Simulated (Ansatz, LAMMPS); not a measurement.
# An extra electron or hole in Ga2O3 with crystalline order left by the classical run (100 atoms), part 2 of 4

Aim: add and remove one electron in Ga2O3 with crystalline order left by the classical run (100 atoms), with atoms held and relaxed, and read trapping energy and localisation.

Ansatz 0.2.0; Kohn-Sham DFT, revPBE, PAW (set soft_1), plane waves; PAW set soft_1.

The cell: 40 Ga and 60 O. The quench rate of 200 K/ps is orders of magnitude faster than experiment. The network of bonds at the start is that of the classical potential that made the cell. Sampling is at Γ alone, for a cell whose shortest periodic width is 10 Å.

So far. Step 2 (Single point at the start): The r.m.s. force at the start is 0.38 eV/Å. Step 3 (Relaxation): The relaxation converged after 13 steps, 3.34 eV below its start, with a largest force component of 0.049 eV/Å.

## 4. Single point at the relaxed geometry

The electronic structure is read at the final geometry, in a run of its own.

File input.yaml:

```yaml
crystal:
  lattice:
    - [10.0136, 0.0, 0.0]
    - [0.0, 10.0136, 0.0]
    - [0.0, 0.0, 10.0136]
  atoms:
    - { symbol: Ga, position: [0.87832, 0.74187, 0.86343] }
    - { symbol: Ga, position: [0.47026, 0.55427, 0.46733] }
    - { symbol: Ga, position: [0.63427, 0.10545, 0.49894] }
    - { symbol: Ga, position: [0.18354, 0.69647, 0.97534] }
    - { symbol: Ga, position: [0.03246, 0.99747, 0.87081] }
    - { symbol: Ga, position: [0.05666, 0.84677, 0.17033] }
    [... 88 atom lines left out ...]
    - { symbol: O, position: [0.05684, 0.67636, 0.1036] }
    - { symbol: O, position: [0.6879, 0.90445, 0.177] }
    - { symbol: O, position: [0.23739, 0.84582, 0.10028] }
    - { symbol: O, position: [0.88753, 0.12801, 0.90026] }
    - { symbol: O, position: [0.52986, 0.5734, 0.89066] }
    - { symbol: O, position: [0.02773, 0.23394, 0.24039] }
kpoints:
  mp_grid: { grid: [1, 1, 1] }
hamiltonian:
  xc: revpbe
  pseudopotentials: { kind: paw, azcp: { folder: soft_1 } }
scf:
  occupations: { method: gaussian, width: 0.05 }
output:
  forces: true
  stress: true
  populations: intrinsic
  dos:
    method: { smearing: { sigma: 0.15 } }
    de: 0.1
    projected: { site_lists: { Ga: [Ga], O: [O] } }
  eigenvalues: true
  write_density: true
  write_potential: true
  volumetric_format: npy
  elf: true
```

On the command line:

```sh
$ ansatz run input.yaml --threads 4 --pin off --max-ram 8192MiB --backend cpu --events-out ev --progress --plain --runs-dir out
```

Log:

```text
[...]
Crystal: 100 atoms, lattice volume = 1004.086 Å³
Basis set: ecut = 420 eV, 19549 PW (Γ), exchange–correlation on 144×144×144 points (8 copies of the dense FFT grid, shifted against one another)
Bands: 540, of which v1, the nominal top of the filled ones, is band 440 counted from 1 (439 counted from 0)
Symmetry: 1 space group operations
[...]
k-points: 1
[...]
SCF iter   1: F=—  HF=-185640.226696 eV  |F-HF|=—  |Δ(HF+E_count)|=         —  Δρ=1.26e-1  dr2=7.80e1  ethr=3.10e-3  ⟨swp⟩=5.0  Hψ=1696  notcnv=0  defer=47
[...]
SCF iter  12: F=-185615.405926 eV  HF=-185615.405926 eV  |F-HF|=1.14e-8  |Δ(HF+E_count)|=   2.05e-8  Δρ=1.65e-6  dr2=2.89e-8  ethr=1.14e-11  ⟨swp⟩=9.0  Hψ=3261  notcnv=0
SCF 1 converged in 12 iterations: F = -185615.405926 eV  dr2 = 2.89e-8
[...]
SCF converged after 12 iterations
Free energy (F): -185615.405926 eV
[...]
Internal energy: -185615.405926 eV  (E = F + TS)
E sigma→0 (E₀):  -185615.405926 eV
Fermi energy:    10.221243 eV
[...]
--- Forces (eV/Å), atoms counted from 1 ---
  atom   1  Ga    -0.00176766    -0.00723067    -0.01026644
  atom   2  Ga    -0.00610811    -0.01915179     0.01212029
  atom   3  Ga    -0.01143781     0.00160332     0.01271213
  atom   4  Ga     0.00525064     0.00297562    -0.00471851
  atom   5  Ga    -0.00748892    -0.00770423     0.00030241
  atom   6  Ga    -0.00276573    -0.00678159     0.01068746
  atom   7  Ga    -0.01588701    -0.00663122     0.01301211
  atom   8  Ga    -0.00644666    -0.00790674     0.00368718
  atom   9  Ga    -0.00448650     0.01213389    -0.00556215
  atom  10  Ga     0.00782164     0.00089323    -0.01530583
  atom  11  Ga     0.00364023     0.00275941    -0.01050484
  atom  12  Ga    -0.00383845     0.00351519    -0.00810196
  atom  13  Ga     0.00367369    -0.00908828    -0.01089581
  atom  14  Ga     0.00860232     0.01489233     0.00840531
[...]
atom  99  O      0.00030063    -0.00751861     0.00794989
  atom 100  O      0.00064990     0.00440425    -0.01177661
  max |Σ_I F_I| component: 1.58e-5 eV/Å
--- Stress (GPa, compression-positive) ---
       12.793352       2.055310       0.147624
        2.055310      15.469049       1.053395
        0.147624       1.053395      14.792409
  P = ⅓ Tr σ = 14.3516 GPa (143.516 kbar)
--- Band table (eV) ---
[...]
--- intrinsic populations: 100 sites ---
  site symbol       q [e]
     0     Ga     11.9398
     1     Ga     11.9461
     2     Ga     11.9407
[...]
99      O      6.7048
  spilling = -0.000000 (of n_electrons = 880.000000)
```

Wall time 22 s (4 threads of Intel Xeon at 2.60GHz (Ice Lake), shared host); peak memory 1.8 GiB; 80 s of CPU time.

The run gave:

```yaml
free_energy: -185615.4059 eV
free_energy_per_atom: -1856.1541 eV/atom
scf_cycles: 12
pressure: 14.35 GPa
r_m_s_force_component: 0.00866 eV/Å
longest_force: 0.05807 eV/Å
fermi_energy: 10.22 eV
spacing_of_highest_filled_and_lowest_empty_level: 1.957 eV
```

Intrinsic-atomic-orbital charges by element and coordination:

```tsv
element	coordination	atoms	mean charge (e)	spread	least	most
Ga	all	40	1.07	0.0215	1.03	1.13
Ga	4	3	1.09	0.0088	1.08	1.10
Ga	5	16	1.08	0.0175	1.05	1.13
Ga	6	21	1.05	0.0152	1.03	1.10
O	all	60	-0.711	0.0157	-0.745	-0.667
O	3	25	-0.718	0.013	-0.745	-0.688
O	4	32	-0.704	0.0148	-0.735	-0.667
O	5	3	-0.727	0.0097	-0.740	-0.716
```

Density of states as counts of states in windows of 1 eV (from the Fermi level), total and the larger projections:

```tsv
from (eV)	to (eV)	total	O p	Ga p	Ga s	Ga d
-14	-13	208.6	2.2	1.5	0.5	198.5
-13	-12	10.4	0.1	0.2	0.1	8.4
-12	-9	0.0	0.0	0.0	0.0	0.0
-9	-8	9.7	5.9	0.4	2.9	0.2
-8	-7	29.1	18.3	1.7	7.6	0.6
-7	-6	35.6	23.4	3.7	5.8	0.6
-6	-5	43.4	31.3	6.4	2.9	0.7
-5	-4	49.5	39.3	7.0	1.1	0.7
-4	-3	58.0	49.7	5.7	0.7	0.8
-3	-2	68.9	63.3	2.9	0.4	1.0
-2	-1	63.7	61.0	0.8	0.2	0.8
-1	0	2.2	2.2	0.0	0.0	0.0
0	1	1.0	0.0	0.0	0.6	0.0
1	2	1.0	0.0	0.0	0.6	0.0
2	3	0.0	0.0	0.0	0.0	0.0
3	4	11.1	3.0	2.0	3.8	0.0
4	5	20.9	5.4	3.4	9.4	0.0
```

Between -21 and -14 eV lie 301 more states.

The levels nearest the highest filled one (over half full), pooled over k-points and spins:

```tsv
level less the highest filled one (eV)	occupation
-0.306	2
-0.269	2
-0.229	2
-0.153	2
-0.113	2
0	2
1.96	0
4.46	0
4.57	0
4.62	0
4.69	0
4.77	0
```

ELF in the bc plane at fractional x = 0.310, with atoms of Ga and O within 0.2 Å of it. It is the smooth field of the valence electrons, not physical close to the nuclei.

Ten even steps from '_' (0.01) to '@' (0.85), each cell a mean:
```
....________++%%**++%%##::..::----........____....______
......::..__--##%%%%%%==..........::--==::..__....____..
..--**##**--..--****==::..____..--##%%%%**::____........
..**@@@@@@##::........::::....::##%%##%%%%--____......__
::**@@@@@@%%--....::++####==..::%%%%**%%%%--____________
..--**%%##++::..::**@@%%%%%%--..++%%@@%%**::__________..
....::--::......::##@@**##@@++__..====--::__________....
____..............++%%%%@@%%++__________________......__
____..--**####==....--++++==..______..::::____..----::..
....::##%%##@@##::____......______..==**++::__::++++--..
....==@@##==%%%%::__--++**++::____..==****::__::====--..
__..==%%@@%%%%++..::##@@%%%%**::____::----..__..::::..__
____..==**##++::..==@@##++%%##::______________........__
________::::::....--%%%%%%@@**....::::..____............
......____..........--##%%**::..++%%%%**..__............
::----..__..::--==--....::....==%%@@@@%%--__....::::....
::==--..__..++%%@@%%**::....::==@@@@@@%%==____........__
..::....__::##%%++##%%==......--**####**::______________
______....::**%%##%%@@==........::::::::..____..________
__..::......--##@@%%**::....::----..........--++++--____
::++**--::....::--::..____==##%%%%**--....::**%%%%**..__
--##%%**--..____......__..**@@####@@**::..::**%%%%**::__
--**##++::__..++%%@@##::__++@@##**%%**::..::==++++--::..
..----::____==%%@@@@@@**..::##@@%%##--..__..::::::......
```
Columns run along b (10.0 Å), rows up along c (10.0 Å). Atoms in or near the plane, at fractional coordinates: Ga at (0.02, 0.66), O at (0.41, 0.72), O at (0.18, 0.56), O at (0.56, 0.07), O at (0.30, 0.25), O at (0.43, 0.46), O at (0.65, 0.82), O at (0.32, 0.97).

Valence density in the bc plane at fractional x = 0.310, with atoms of Ga and O within 0.2 Å of it. It is the smooth field of the valence electrons, not physical close to the nuclei.

Ten steps, logarithmic in the rise over the least value, from '0' (0 e/Å³) to '9' (22 e/Å³), each cell a mean:
```
2100002477632222211000013786
1000001355423552111110013675
1122211222223553234320001222
1245431111112332356631001110
1245531101233211367631000000
1234321012466411244420000001
5532110013576420011110000012
9952111112455310000000000025
9952332111122100000000001125
4433565310011100000110011112
1124676310122210000110011111
0013554211355420000000001100
0001232212467531000000012110
0000012212356521000000124420
0000011211233211232100135421
0000001222111112454310123211
0100002454322333455310011100
0000013576423432333200000000
0001113576422221111100000000
0011222343211111111100111000
1122211111000134432111222100
1232110000000246652111233210
1222100123210256752101122221
1110001366521134431000112453
```
Columns run along b (10.0 Å), rows up along c (10.0 Å). Atoms in or near the plane, at fractional coordinates: Ga at (0.02, 0.66), O at (0.41, 0.72), O at (0.18, 0.56), O at (0.56, 0.07), O at (0.30, 0.25), O at (0.43, 0.46), O at (0.65, 0.82), O at (0.32, 0.97).

The highest filled and lowest empty levels differ by 1.96 eV (at Γ alone); a semilocal functional tends to put such gaps too low. In a disordered cell it changes from sample to sample, and tail or defect levels can set it. Mean intrinsic-atomic-orbital charges: Ga +1.07, O -0.71 e. The largest share in the top eV of filled states is O p (97 % of the projected weight), and in the lowest eV of empty states Ga s (60 % of the projected weight).

## 5. An extra electron, atoms held

The electron count changes by one with the atoms held: a vertical process, on a uniform background, with spin and a narrow Fermi–Dirac smearing. Its energy against the neutral cell hangs on the program's zero of potential.

File input.yaml:

```yaml
crystal:
  lattice:
    - [10.0136, 0.0, 0.0]
    - [0.0, 10.0136, 0.0]
    - [0.0, 0.0, 10.0136]
  atoms:
    [... the 100 atom lines of step 4 ...]
total_charge: -1
kpoints:
  mp_grid: { grid: [1, 1, 1] }
hamiltonian:
  xc: revpbe
  pseudopotentials: { kind: paw, azcp: { folder: soft_1 } }
scf:
  occupations: { method: fermi_dirac, width: 0.01 }
  lower_state_search: "off"
output:
  forces: true
  stress: true
  populations: intrinsic
  dos:
    method: { smearing: { sigma: 0.1 } }
    de: 0.1
    projected: { site_lists: { Ga: [Ga], O: [O] } }
  eigenvalues: true
  write_density: true
  write_potential: true
  volumetric_format: npy
magnetization:
  spin_polarized: true
  initial_magnetization: 1
```

Log:

```text
[...]
Crystal: 100 atoms, lattice volume = 1004.086 Å³
Basis set: ecut = 420 eV, 19549 PW (Γ), exchange–correlation on 144×144×144 points (8 copies of the dense FFT grid, shifted against one another)
Bands: 541, of which v1, the nominal top of the filled ones, is band 441 counted from 1 (440 counted from 0)
Symmetry: 1 space group operations
[...]
k-points: 1
[...]
Starting moments: Σ|m| = 1 μB on 100 of 100 sites
[...]
SCF iter   1: F=—  HF=-185626.032822 eV  |F-HF|=—  |Δ(HF+E_count)|=         —  Δρ=6.19e-2 (↑5.94e-2 ↓6.19e-2)  dr2=7.18e1  dr2_m=1.67e-2  M=1.000 μB ∫|m|=1.096 μB  β_m=1.00  ethr=3.10e-3  ⟨swp⟩=6.0  Hψ=3753  notcnv=0
[...]
spin=Collinear: Resta preconditioning applied to the charge; magnetization (m = ρ↑ − ρ↓) channel mixes plain (no charge-response kernel on spin).
SCF iter   2: F=—  HF=-185613.549957 eV  |F-HF|=—  |Δ(HF+E_count)|=         —  Δρ=4.01e-2 (↑4.01e-2 ↓4.00e-2)  dr2=3.12e1  dr2_m=1.09e-3  M=0.620 μB ∫|m|=0.741 μB  β_m=0.30  ethr=3.10e-3  ⟨swp⟩=3.0  Hψ=2083  notcnv=0  defer=188
[...]
SCF iter   8: F=—  HF=-185604.214864 eV  |F-HF|=—  |Δ(HF+E_count)|=   7.25e-3  Δρ=2.68e-4 (↑2.68e-4 ↓2.61e-4)  dr2=1.19e-3  dr2_m=3.73e-5  M=0.592 μB ∫|m|=0.706 μB  β_m=0.30  ethr=5.75e-7  ⟨swp⟩=2.0  Hψ=1774  notcnv=0  defer=188
[...]
spin-set hold released at iteration 8 (site moments contracting): the magnetisation degrees of freedom join the quasi-Newton model from the next iteration; the mixer history was flushed
SCF iter   9: F=—  HF=-185604.217603 eV  |F-HF|=—  |Δ(HF+E_count)|=   2.74e-3  Δρ=2.11e-4 (↑2.11e-4 ↓2.04e-4)  dr2=7.24e-4  dr2_m=2.12e-5  M=0.592 μB ∫|m|=0.705 μB  β_m=0.62  ethr=1.35e-7  ⟨swp⟩=2.0  Hψ=1650  notcnv=0  defer=188
SCF iter  10: F=—  HF=-185604.221574 eV  |F-HF|=—  |Δ(HF+E_count)|=   3.97e-3  Δρ=6.91e-5 (↑6.84e-5 ↓6.91e-5)  dr2=1.27e-4  dr2_m=9.49e-8  M=0.590 μB ∫|m|=0.703 μB  β_m=0.68  ethr=8.22e-8  ⟨swp⟩=2.0  Hψ=1788  notcnv=0  defer=188
[...]
SCF iter  15: F=-185604.222686 eV  HF=-185604.222686 eV  |F-HF|=1.91e-8  |Δ(HF+E_count)|=   3.83e-8  Δρ=1.16e-6 (↑9.98e-7 ↓1.16e-6)  dr2=3.29e-8  dr2_m=1.06e-9  M=0.592 μB ∫|m|=0.706 μB  β_m=0.64  ethr=8.96e-12  ⟨swp⟩=5.0  Hψ=6201  notcnv=0
SCF iter  16: F=-185604.222686 eV  HF=-185604.222686 eV  |F-HF|=4.39e-9  |Δ(HF+E_count)|=   2.18e-9  Δρ=4.04e-7 (↑3.21e-7 ↓4.04e-7)  dr2=2.32e-9  dr2_m=7.77e-10  M=0.592 μB ∫|m|=0.706 μB  ethr=3.74e-12  ⟨swp⟩=5.0  Hψ=5503  notcnv=0
SCF 1 converged in 16 iterations: F = -185604.222686 eV  dr2 = 2.32e-9
[...]
SCF converged after 16 iterations
Magnetization: 0.5924 μB (440.7962 up, 440.2038 down)
Absolute magnetization: 0.6371 μB (∫|ρ↑−ρ↓|, with the PAW one-centre terms)
[...]
Per-site moments (μB) at R_I (Å): [(0.00176987, 0.796441), (0.0017741, 0.791720), (0.00215817, 0.753300), (0.00131436, 0.749315), (0.00178336, 0.793373), [...]
Free energy (F): -185604.222686 eV
[...]
Internal energy: -185604.212573 eV  (E = F + TS)
E sigma→0 (E₀):  -185604.217629 eV
Entropy (-TS):   -0.010113 eV (-0.101 meV/atom)
Fermi energy:    11.194861 eV
[...]
Σ components = -185604.222686   (vs F -185604.222686, Δ=0.00e0)
--- Forces (eV/Å), atoms counted from 1 ---
  atom   1  Ga     0.00774865     0.01107487     0.00507475
  atom   2  Ga    -0.04297288    -0.02579310    -0.00356173
  atom   3  Ga    -0.03879434     0.02115060    -0.03484876
  atom   4  Ga     0.07926470     0.01730911    -0.00212639
[...]
atom 100  O     -0.01343696     0.03974486    -0.04455435
  max |Σ_I F_I| component: 8.87e-6 eV/Å
--- Stress (GPa, compression-positive) ---
       13.652437       2.020707       0.080825
        2.020707      16.335733       1.044974
        0.080825       1.044974      15.695874
  P = ⅓ Tr σ = 15.2280 GPa (152.280 kbar)
--- Band table (eV) ---
[...]
--- intrinsic populations: 100 sites ---
  site symbol       q [e]    m [muB]
     0     Ga     11.9543     0.0070
     1     Ga     11.9619     0.0079
     2     Ga     11.9569     0.0093
[...]
99      O      6.7094     0.0034
  spilling = 0.000000 (of n_electrons = 881.000000)
```

It took 46 s on 4 threads; peak memory 2.9 GiB; 3 min of CPU time.

An extra electron, atoms held: the energy stands 11.2 eV above that of the reference, with a moment of 0.59 μB. An odd electron should give 1 μB; this run ended with the carrier shared between both spins.

The levels nearest the highest filled one (over half full), pooled over k-points and spins:

```tsv
level less the highest filled one (eV)	occupation
-2.07	1
-1.97	1
-1.97	1
0	0.796
0.0273	0.204
2.52	0
2.55	0
2.62	0
```

Spin density in the bc plane at fractional x = 0.310, with atoms of Ga and O within 0.2 Å of it.

Values in units of 1e-3 e/Å³, 13 rows by 16 columns, each cell a mean:
```
 3.0  1.0  0.5  0.2  1.9  6.1  0.3  1.4  1.2  0.5  0.5  1.1  1.3  1.4  0.6  0.9
 1.2  0.3  0.2  0.1  0.2  0.2  0.5  1.5  1.2  0.3  1.9  0.5  0.2  0.4  0.9  1.9
 0.3  1.3  1.3  0.3  0.7  0.1  0.8  0.3  0.4  0.2  2.9  0.7  0.1  0.1  0.2  0.7
 0.5  0.6  0.2  0.8  0.9  0.5  5.9  0.7  0.1  0.1  0.1  0.3  0.6  0.5  0.7  1.5
-2.8  0.8  0.2  0.1  0.5  0.2  0.2  0.2  0.5  0.4  0.3  0.4  0.4  0.1  0.2  1.2
 1.4  0.3  4.1  3.6  0.0  0.3  0.1  0.2  0.5  0.4  0.2  0.2  0.2  0.0  0.0  0.8
 1.2  0.3  0.6  0.6  0.3  0.1  2.6  1.1  0.1  0.3  0.3  0.4  0.8  1.4  1.7  1.8
 1.0  0.7  1.2  1.9  1.5  0.2  1.2  0.6  0.0  0.1  0.2  0.6  1.5  2.3  2.7  2.4
 0.3  0.5  1.4  1.3  0.6  0.3  0.3  1.0  0.3  0.5  0.1  0.2  1.0  1.4  1.3  0.9
 0.3  0.8  1.5  0.3  6.0  3.2  0.8  3.0  1.6  0.4  0.3  0.4  0.9  0.8  0.6  0.4
 0.5  1.2  2.3  1.2  0.4 -0.2  0.9  2.4  1.3  0.2  0.5  1.2  0.9  0.4  0.3  0.4
 0.0  0.0  1.2  1.7  0.7  0.2  0.4  0.3  0.7  3.0  0.2  1.2  0.5 -0.1  0.0  0.3
 1.2  0.2  0.5  0.6 -0.1 -0.1  0.0  0.1  0.7  1.7  0.2  1.4  0.9  0.3  0.8  2.0
```
Columns run along b (10.0 Å), rows up along c (10.0 Å). Atoms in or near the plane, at fractional coordinates: Ga at (0.02, 0.66), O at (0.41, 0.72), O at (0.18, 0.56), O at (0.56, 0.07), O at (0.30, 0.25), O at (0.43, 0.46), O at (0.65, 0.82), O at (0.32, 0.97).

(Continued in part 3 of 4.)

[Long decimals in the printed logs are rounded to 6 places.]

[Logs are printed without paths, hosts, clocks, repeated set-up lines and the standing remarks that a program may print on its own settings, such as how far it seeks lower states.]

[Hosts, paths, dates, database ids (printed as entryN), source tags and the programs' standing remarks are cut or masked in the printed files.]
